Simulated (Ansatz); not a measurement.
# Li(110) slab, 5 layers: phonons and vibrational spectra, part 2 of 2

Wanted: phonon frequencies of Li(110) slab, 5 layers and what follows from them.

Ansatz 0.2.0; DFT PBEsol, scalar-relativistic, plane waves, PAW; PAW set soft_1.

So far: The structure; Relaxation.

## Step 3: Relaxing to small forces for the phonons

Phonons need a cell at rest on their own settings, so the relaxation is repeated with tight tolerances on forces and stress on the k mesh and occupations of the first response run.

The input, input.yaml:

```yaml
crystal:
  lattice:
    - [1.6383055727, 2.543242439, 0.0]
    - [-1.6383055727, 2.543242439, 0.0]
    - [0.0, 0.0, 43.542428472]
  atoms:
    - { symbol: Li, position: [0.0, 0.0, 0.1521273192] }
    - { symbol: Li, position: [0.5, 0.5, 0.2063695496] }
    - { symbol: Li, position: [0.0, 0.0, 0.2626313093] }
    - { symbol: Li, position: [0.5, 0.5, 0.318893069] }
    - { symbol: Li, position: [0.0, 0.0, 0.3731352994] }
  periodic: [true, true, false]
kpoints:
  mp_grid: { grid: [12, 12, 1] }
hamiltonian:
  xc: pbesol
  pseudopotentials: { kind: paw, azcp: { folder: soft_1 }, xc_functional: pbe }
scf:
  occupations: { method: methfessel_paxton, width: 0.2 }
output:
  forces: true
  stress: true
  eigenvalues: true
relax:
  adjacent_minimum: "off"
  f_tol: 0.001
  max_steps: 60
  cell: { stress_2d_tol: 0.002 }
```

Run with:

```console
> ansatz run input.yaml --threads 8 --pin off --max-ram 16384MiB --backend cpu --events-out ev --progress --plain --runs-dir out
```

Numbers of over 12 decimals in the logs are rounded to 6 here.

The program printed:

```text
[...]
Crystal: 5 atoms, lattice volume = 362.848 Å³
Basis set: ecut = 420 eV, 7053 PW (Γ), exchange–correlation on 48×48×600 points (8 copies of the dense FFT grid, shifted against one another)
Bands: 13, of which v1, the nominal top of the filled ones, is band 8 counted from 1 (7 counted from 0)
Symmetry: 8 space group operations
[...]
k-points: 43 of 144
[...]
--- Relaxed structure (5 steps of the walk, 5 accepted, 1 SCFs on fresh bases) ---
[...]
cell:  # Å, volume = 362.9282 Å³
    - [1.637841, 2.544523, 0]
    - [-1.637841, 2.544523, 0]
    - [0, 0, 43.542428472]
  atoms:
    - { symbol: Li, position: [0, 0, 0.152123] }
    - { symbol: Li, position: [0.5, 0.5, 0.206374] }
    - { symbol: Li, position: [0, 0, 0.262631] }
    - { symbol: Li, position: [0.5, 0.5, 0.318888] }
    - { symbol: Li, position: [0, 0, 0.373139] }
[key lines of the parts left out:]
SCF converged after 4 iterations
Free energy (F): -1014.446264 eV
Fermi energy:    -3.266778 eV
P = ½ c Tr σ = 0.0001 N/m
```

The job ended after 14 s (8 threads of Arm Neoverse V2, shared host; peak memory 0.91 GiB; 1.7 min of CPU time).

Little changed from the start: no atom moved by 0.005 Å and no cell edge by 0.1 %.

The largest force component left is 0.017 meV/Å, within the tolerances set.

## Step 4: Zone-centre response

The zone centre comes first: it holds the modes that light can see, as far as symmetry allows. No field response is asked, since the mesh shows no gap.

input.yaml, the sections that differ from step 3:

```yaml
crystal:
  lattice:
    - [1.6378411399, 2.5445227772, 0.0]
    - [-1.6378411399, 2.5445227772, 0.0]
    - [0.0, 0.0, 43.542428472]
  atoms:
    - { symbol: Li, position: [0.0, 0.0, 0.1521231316] }
    - { symbol: Li, position: [0.5, 0.5, 0.2063741612] }
    - { symbol: Li, position: [0.0, 0.0, 0.2626313093] }
    - { symbol: Li, position: [0.5, 0.5, 0.3188884574] }
    - { symbol: Li, position: [0.0, 0.0, 0.373139487] }
  periodic: [true, true, false]
output:
  eigenvalues: true
phonons:
  method: dfpt
# kpoints, hamiltonian, scf: as in step 3
# relax: removed
```

The program printed:

```text
Warning: crystal.symmetry: narrowed to the stabiliser of the run's FFT grids — unitary ops 8 → 4. A phonons.method: dfpt run fills in the rows of the dynamical matrix that it does not solve by its symmetry operations, which is exact only for operations that map its FFT grids onto themselves: filled in by any other, the frequencies could depend on the order in which like atoms are typed, or, by more than the grids' own error, on where the crystal sits among the grids' points. Excluded: 4 operations. The run can therefore solve more perturbations, solve them on more k-points, or both, and cost more. [rest of the remark cut]
[...]
Crystal: 5 atoms, lattice volume = 362.928 Å³
Basis set: ecut = 420 eV, 7045 PW (Γ), exchange–correlation on 48×48×600 points (8 copies of the dense FFT grid, shifted against one another)
Bands: 13, of which v1, the nominal top of the filled ones, is band 8 counted from 1 (7 counted from 0)
Symmetry: 8 space group operations
k-points: 43 of 144 (irreducible under 4 space group operations)
[...]
SCF iter   1: F=—  HF=-1015.316957 eV  |F-HF|=—  |Δ(HF+E_count)|=         —  Δρ=7.53e-3  dr2=7.06e0  ethr=3.10e-3  ⟨swp⟩=12.2  Hψ=5817  notcnv=0
[...]
SCF iter  12: F=-1014.446264 eV  HF=-1014.446264 eV  |F-HF|=2.00e-11  |Δ(HF+E_count)|=  9.28e-11  S|Δr|=    0.00e0  Δρ=6.37e-9  dr2=8.04e-13  ethr=1.00e-12  ⟨swp⟩=25.1  Hψ=7978  notcnv=0
SCF 1 converged in 12 iterations: F = -1014.446264 eV  dr2 = 8.04e-13
[...]
DFPT response loops at Γ: preconditioner auto → none (partly filled bands, converged f_vac=0.656); β = 0.50; Broyden in place of MSR1
SCF converged after 12 iterations
[...]
Free energy (F): -1014.446264 eV
[...]
Internal energy: -1014.447107 eV  (E = F + TS)
E sigma→0 (E₀):  -1014.446475 eV
Entropy (-TS):   0.000843 eV (0.169 meV/atom)
Fermi energy:    -3.266781 eV
[...]
--- Band table (eV; the first three rows and the last of 43) ---
  k-point 0: bands = [... 4 lower, -49.1898, -6.7106, -6.3331, -5.5903, -4.5904, -3.5300, -3.0046, -0.3667 (-0.3770°), ... 6 higher]
  k-point 1: bands = [... 4 lower, -49.1894, -6.6085, -6.2310, -5.4867, -4.4820, -3.4095, -2.8689, -0.2526 (-0.2615°), ... 6 higher]
  k-point 2: bands = [... 4 lower, -49.1883, -6.3018, -5.9252, -5.1777, -4.1613, -3.0541, -2.4619, 0.0631 (0.0581°), ... 6 higher]
  k-point 42: bands = [... 4 lower, -49.1771, -3.2811, -2.8435, -1.9203, -0.6298, -0.4919, -0.2619, 0.2320, ... 6 higher]
  ° read free of the cell's end (the report's vacuum.weakly_bound_levels)
--- Phonons (Γ-DFPT): 15 representative perturbations + reference, on 43 of 144 k-points (Σ response iterations 50) ---
  ASR residual: 5.531e-6 → 0.000e0 eV/Å²; symmetrization residual: 6.421e-7 eV/Å²
  The last average, over the group as it would stand without the narrowing to the FFT grids, took up to 1.829e-6 eV/Å² of the zone centre's force constants
  ASR residual per site (eV/Å²): 2.09e-6 5.36e-6 2.15e-6 5.53e-6 2.03e-6
  Γ frequencies (cm⁻¹): -55.65 -50.23 -34.73 -15.73 0.00 0.00 0.00 61.85 102.93 121.62 167.03 185.28 196.29 276.00 320.27
  non-analytic LO–TO correction: not included (Born effective charges unavailable; polar crystals: no LO–TO splitting at Γ)
```

Wall time 35 s (8 threads); peak memory 1.3 GiB.

In the SCF lines HF is the Harris–Foulkes energy and dr2 the Hartree energy of the density residual, in eV; the loop may stop once dr2 is under the threshold and the program's other checks hold. Hψ counts applications of the Hamiltonian.

This step gave:

| Property | Result |
| --- | --- |
| sum-rule residual before enforcement | 5.53e-6 eV/Å² |
| point group | mmm |
| highest optical mode at the zone centre (no LO-TO term) | 320.3 cm⁻¹ |
| lowest optical zone-centre mode | -55.65 cm⁻¹ |

Patterns of degenerate modes are one choice out of their space. Modes at Γ (negative means imaginary):

```
mode  frequency (cm⁻¹)  symmetry
   1             -55.6       B2u
   2             -50.2       B3g
   3             -34.7       B2u
   4             -15.7       B3g
   5               0.0  acoustic
   6               0.0  acoustic
   7               0.0  acoustic
   8              61.9       B2g
   9             102.9        Ag
  10             121.6       B3u
  11             167.0       B2g
  12             185.3       B3u
  13             196.3       B1u
  14             276.0        Ag
  15             320.3       B1u
```

Displacements in mode 1 (-55.6 cm⁻¹), the largest set to 1:
```
Li1  0.00 -0.57  0.00
Li2  0.00  1.00  0.00
Li3  0.00 -0.85  0.00
Li4  0.00  1.00  0.00
Li5  0.00 -0.57  0.00
```

Displacements in mode 12 (185.3 cm⁻¹), the largest set to 1:
```
Li1  0.44  0.00  0.00
Li2 -0.94  0.00  0.00
Li3  1.00  0.00  0.00
Li4 -0.94  0.00  0.00
Li5  0.44  0.00  0.00
```

Before it was imposed, the acoustic sum rule was missed by 5.5e-6 eV/Å². Small misses are needed for a sound result but don't prove that mesh and cutoff are converged. The lowest optical mode is imaginary, 55.6i cm⁻¹, so the energy falls along it.

## Step 5: The dispersion

Stability and thermal properties need the whole zone. Linear response on a 4×4×1 q mesh gives force constants as far as a supercell of that size would.

Changes to input.yaml since step 4:

```diff
@@ -23 +23,6 @@
   method: dfpt
+  qmesh: [4, 4, 1]
+  temperatures: { t_max: 1000, t_step: 50 }
+  qpath:
+    path: [[0.0, 0.0, 0.0], [0.5, 0.5, 0.0], [0.6464212, 0.3535788, 0.0]]
+    npoints: 10
```

The program printed:

```text
[...]
Crystal: 5 atoms, lattice volume = 362.928 Å³
Basis set: ecut = 420 eV, 7045 PW (Γ), exchange–correlation on 48×48×600 points (8 copies of the dense FFT grid, shifted against one another)
Bands: 13, of which v1, the nominal top of the filled ones, is band 8 counted from 1 (7 counted from 0)
Symmetry: 8 space group operations
k-points: 43 of 144 (irreducible under 4 space group operations)
[...]
SCF iter   1: F=—  HF=-1015.316957 eV  |F-HF|=—  |Δ(HF+E_count)|=         —  Δρ=7.53e-3  dr2=7.06e0  ethr=3.10e-3  ⟨swp⟩=12.2  Hψ=5817  notcnv=0
[...]
SCF iter  12: F=-1014.446264 eV  HF=-1014.446264 eV  |F-HF|=2.00e-11  |Δ(HF+E_count)|=  9.28e-11  S|Δr|=    0.00e0  Δρ=6.37e-9  dr2=8.04e-13  ethr=1.00e-12  ⟨swp⟩=25.1  Hψ=7978  notcnv=0
SCF 1 converged in 12 iterations: F = -1014.446264 eV  dr2 = 8.04e-13
[...]
phonons: the bands overlap, so this run is a metal and interpolates without the dipole-dipole term. If the crystal is really an insulator or semiconductor, its LO-TO splitting is missing
NSCF: frozen V_eff on 43 k-points
[...]
DFPT response loops at q = (0, 0, 0) (fractional): preconditioner auto → none (partly filled bands, converged f_vac=0.656); β = 0.50; Broyden in place of MSR1
[...]
SCF converged after 12 iterations
[...]
Free energy (F): -1014.446264 eV
[...]
Internal energy: -1014.447107 eV  (E = F + TS)
E sigma→0 (E₀):  -1014.446475 eV
Entropy (-TS):   0.000843 eV (0.169 meV/atom)
Fermi energy:    -3.266781 eV
[...]
--- Band table (eV; the first three rows and the last of 43) ---
  k-point 0: bands = [... 4 lower, -49.1898, -6.7106, -6.3331, -5.5903, -4.5904, -3.5300, -3.0046, -0.3667 (-0.3770°), ... 6 higher]
  k-point 1: bands = [... 4 lower, -49.1894, -6.6085, -6.2310, -5.4867, -4.4820, -3.4095, -2.8689, -0.2526 (-0.2615°), ... 6 higher]
  k-point 2: bands = [... 4 lower, -49.1883, -6.3018, -5.9252, -5.1777, -4.1613, -3.0541, -2.4619, 0.0631 (0.0581°), ... 6 higher]
  k-point 42: bands = [... 4 lower, -49.1771, -3.2811, -2.8435, -1.9203, -0.6298, -0.4919, -0.2619, 0.2320, ... 6 higher]
  ° read free of the cell's end (the report's vacuum.weakly_bound_levels)
--- Phonons (Γ-DFPT): 15 representative perturbations + reference (Σ response iterations 50) ---
  ASR residual: 5.487e-6 → 0.000e0 eV/Å²; symmetrization residual: 6.427e-7 eV/Å²
[...]
ASR residual per site (eV/Å²): 2.33e-6 5.29e-6 2.21e-6 5.49e-6 2.29e-6
[...]
--- Phonons (arbitrary-q DFPT): 7 irreducible q on the 4×4×1 mesh ---
  q = [0.0000, 0.0000, 0.0000] (star 1, of the zone-centre solve; hermiticity 8.76e-7, symmetrization 3.96e-13, taken by the last average 1.25e-6): -55.65 -50.23 -34.73 -15.73 -0.00 -0.00 0.00 61.85 102.93 121.62 167.03 185.28 196.29 276.00 320.27
  q = [0.0000, 0.2500, 0.0000] (star 4, 15 solved perturbations on 144 of 144 k-point pairs: no pair is spared here; hermiticity 5.92e-7, symmetrization 3.44e-9, taken by the last average 1.69e-6): 61.28 71.06 93.52 96.24 124.85 126.85 132.53 173.94 194.95 221.72 225.73 264.60 266.91 289.61 311.30
[...]
sum rule: each row above includes the acoustic sum rule's correction from the zone centre's row sums; it moved no ω² by more than (0.46 cm⁻¹)²
  mesh force constants: q→R imaginary residual 2.97e-18; ASR residual 5.487e-6 → 0.000e0 eV/Å²; symmetrization residual 8.882e-16 eV/Å²
  interpolated dispersion: 21 rows × 15 modes
  density of states and harmonic sums: on the 24×24×1 q-mesh, interpolated from the force constants of a 4×4×1 supercell (no non-analytic term)
  largest difference from the sums on the solved wave vectors: F 1.10e-1 eV, S 1.49e-4 and C_V 3.90e-5 eV/K
  zero-point energy: 0.193647 eV/cell   skipped modes (ω ≤ 0): 39, of them read as no rigid motion or as one in doubt: 36 (1.684e-1 modes/cell left out, lowest -55.65 cm⁻¹)   left out of the sums: 1.16e-2 of the cell's modes: C_V's classical limit lies that fraction below 3 k_B per atom; for a crystal, a wire or a layer, F and S can be off by more, and a phonons.interpolated_qmesh denser along its periods is the remedy for the sampling
```

Elapsed: 7.9 min, on 8 threads; peak memory 2.2 GiB.

Numbers from this step:

```
sum-rule residual before enforcement                    : 5.49e-6 eV/Å²
lowest frequency on the path                            : -55.65 cm⁻¹
highest frequency on the path or at a solved wavevector : 340 cm⁻¹
lowest mode on the q mesh (acoustic modes at Γ apart)   : -55.65 cm⁻¹
```

Frequencies (cm⁻¹) solved at each irreducible wavevector; negative means imaginary. Frequencies by wavevector, by row:

| q in reciprocal lattice units | star | mode 1 | mode 2 | mode 3 | mode 4 | mode 13 | mode 14 | mode 15 |
| --- | --- | --- | --- | --- | --- | --- | --- | --- |
| 0 0 0 | 1 | -55.6 | -50.2 | -34.7 | -15.7 | 196.3 | 276 | 320.3 |
| 0 0.25 0 | 4 | 61.3 | 71.1 | 93.5 | 96.2 | 266.9 | 289.6 | 311.3 |
| 0 -0.5 0 | 2 | 91.8 | 107.7 | 127.7 | 134.2 | 315.3 | 323.2 | 324.8 |
| 0.25 0.25 0 | 2 | -20.3 | 96.5 | 128 | 147.2 | 254.2 | 286 | 321.9 |
| 0.25 -0.5 0 | 4 | 92.3 | 120.4 | 143.6 | 196.9 | 304.5 | 314.5 | 319.6 |
| 0.25 -0.25 0 | 2 | 121.5 | 132.9 | 185 | 198.7 | 291.7 | 309.4 | 313.8 |
| -0.5 -0.5 0 | 1 | -36.3 | 88.2 | 180.4 | 200.9 | 327.5 | 327.7 | 339.9 |

Interpolated from a 4×4×1 q mesh. Phonon branches along the path, in cm⁻¹:

```csv
point,branch 1,branch 2,branch 3,branch 4,branch 12,branch 13,branch 14,branch 15
Γ,-56,-50,-35,-16,185,196,276,320
halfway,-20,96,128,147,237,254,286,322
Y,-36,88,180,201,314,328,328,340
halfway,70,76,164,213,307,321,323,333
C0,109,120,162,203,303,307,319,321
```

Tetrahedra on a 24×24×1 mesh, mean over bins of 5 cm-1. Interpolated from a 4×4×1 q mesh. Table of phonon density of states by wavenumber; read off at these points:

wavenumber (cm⁻¹), phonon density of states (1/cm⁻¹/cell) and a bar:
```
      -58      0.000 
      -42      0.001 
      -28      0.004 #
      -18      0.004 #
       -2      0.004 #
       12      0.004 #
       28      0.006 ##
       38      0.008 ##
       52      0.012 ###
       68      0.020 #####
       82      0.041 ###########
       92      0.042 ###########
      108      0.044 ############
      112      0.051 ##############
      122      0.043 ###########
      138      0.041 ###########
      148      0.045 ############
      162      0.042 ###########
      178      0.051 ##############
      192      0.054 ##############
      202      0.054 ##############
      218      0.055 ###############
      232      0.057 ###############
      238      0.059 ################
      248      0.046 ############
      258      0.051 ##############
      272      0.050 #############
      288      0.081 ######################
      302      0.084 ######################
      308      0.090 ########################
      312      0.079 #####################
      318      0.112 ##############################
      328      0.016 ####
      342      0.000
```

Symmetry leaves 7 wavevectors to solve. The lowest mode among them, the acoustic zeros apart, lies at Γ and is imaginary, 55.6i cm⁻¹, so the energy falls along it.

## Step 6: Results

```json
{"space group after relaxation (within 0.01 Å)": "Cmmm", "area per atom": "1.67 Å²", "electronic character": "no gap on this mesh", "highest optical mode at the zone centre (no LO-TO term)": "320 cm⁻¹", "lowest optical zone-centre mode": "-55.6 cm⁻¹", "lowest mode on the q mesh (acoustic modes at Γ apart)": "-55.6 cm⁻¹", "highest frequency on the path or at a solved wavevector": "340 cm⁻¹", "imaginary modes on the 4×4×1 q mesh": "yes"}
```

What this shows: Modes are clearly imaginary (beyond 10i cm⁻¹) at 3 of the 7 irreducible wavevectors, most at Γ (55.6i cm⁻¹), so this structure is not a minimum of the energy. The optical modes at Γ span -56 to 320 cm⁻¹ (negative means imaginary). With no gap, or one that is small against the smearing, the frequencies hang on the k mesh and the smearing, most of all near Kohn anomalies. In a sheet or slab the interpolated bending branch near Γ is rough, since the rotational sum rule isn't imposed. The PAW files were made for PBE and serve the other functionals too. The starting cell was built on a prototype and not taken from a measurement. These are harmonic frequencies at zero temperature: anharmonic shifts, linewidths and thermal expansion are left out.

[Logs are printed without paths, hosts, clocks, repeated set-up lines and the standing remarks that a program may print on its own settings, such as how far it seeks lower states.]

[Hosts, paths, dates, database ids (printed as entryN), source tags and the programs' standing remarks are cut or masked in the printed files.]
